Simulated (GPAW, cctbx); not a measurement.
# By hand: from a DFT structure factor to an extinction distance in Na2LiAlI6

Na2LiAlI6, Fm-3m (no. 225), a = 11.5038 Å, b = 11.5038 Å, c = 11.5038 Å, α = 90.00°, β = 90.00°, γ = 90.00°.

| atom | mult. | x | y | z |
| --- | --- | --- | --- | --- |
| I1 | 24 | 0.2410 | 0 | 0 |
| Al1 | 4 | 0 | 0 | 0 |
| Na1 | 8 | 1/4 | 1/4 | 3/4 |
| Li1 | 4 | 1/2 | 0 | 0 |

The cell comes from substitution in a known structure type and wasn't matched to any measured phase.

A DFT run (GPAW, PBE, 550 eV, 3×3×3 k-points, Fermi–Dirac width 0.05 eV) gives the static X-ray structure factor of 022 as 252.529 e for the conventional cell; superposed free atoms give 249.868 e. **Problem.** Find the Fourier component V of the crystal potential and the two-beam extinction distance at 120 kV in both cases.

### 1. Geometry

The cell volume is Ω = 1522.39 Å³ and d(022) = 4.0672 Å, so g = 1/d = 0.2459 Å⁻¹.

### 2. The nuclei

Electrons feel nuclei as well as electrons, so the nuclear charges are summed with the same phases.

Phase sums Σ exp(2πi h·x), turned so that the total is real and positive: I +7.899, Al -4.000, Na -8.000, Li -4.000. Then F_Z = 53 × (+7.899) + 13 × (-4.000) + 11 × (-8.000) + 3 × (-4.000) = 266.64 e. The electron term has the same sign for this reflection.

### 3. Mott–Bethe

Poisson's equation, term by term, gives V = (e/4πε₀)(F_Z − F)/(πΩg²), with e/4πε₀ = 14.3996 V Å.

The prefactor is 14.3996 × 4.0672²/(π × 1522.39) = 0.04980 V per electron. Free atoms: (266.64 − 249.868) × 0.04980 = 0.836 V. Crystal: (266.64 − 252.529) × 0.04980 = 0.703 V. F changes by +1.06 % and V by -15.9 %: the same 2.66 e is measured against F_Z − F = 16.8 e in place of F = 249.9 e.

### 4. Extinction distance

In the two-beam case ξ = 1/(λU) with U = 2γm₀eV/h², that is ξ = 150.41 V Å²/(γλV).

At 120 kV, λ = 0.03349 Å and γ = 1.2348. Free atoms: ξ = 4353 Å. Crystal: ξ = 5173 Å. The thickness fringes go as sin²(πt/ξ), so the two patterns slip by a quarter of a period when t|1/ξ₁ − 1/ξ₀| = 1/4, at t ≈ 686 nm. Thermal motion, absorption and many-beam coupling, left out here, change a real pattern.

### 5. Answer

V(022) is 0.70 V against 0.84 V, and ξ is 5173 against 4353 Å. Limits: static atoms, two beams.
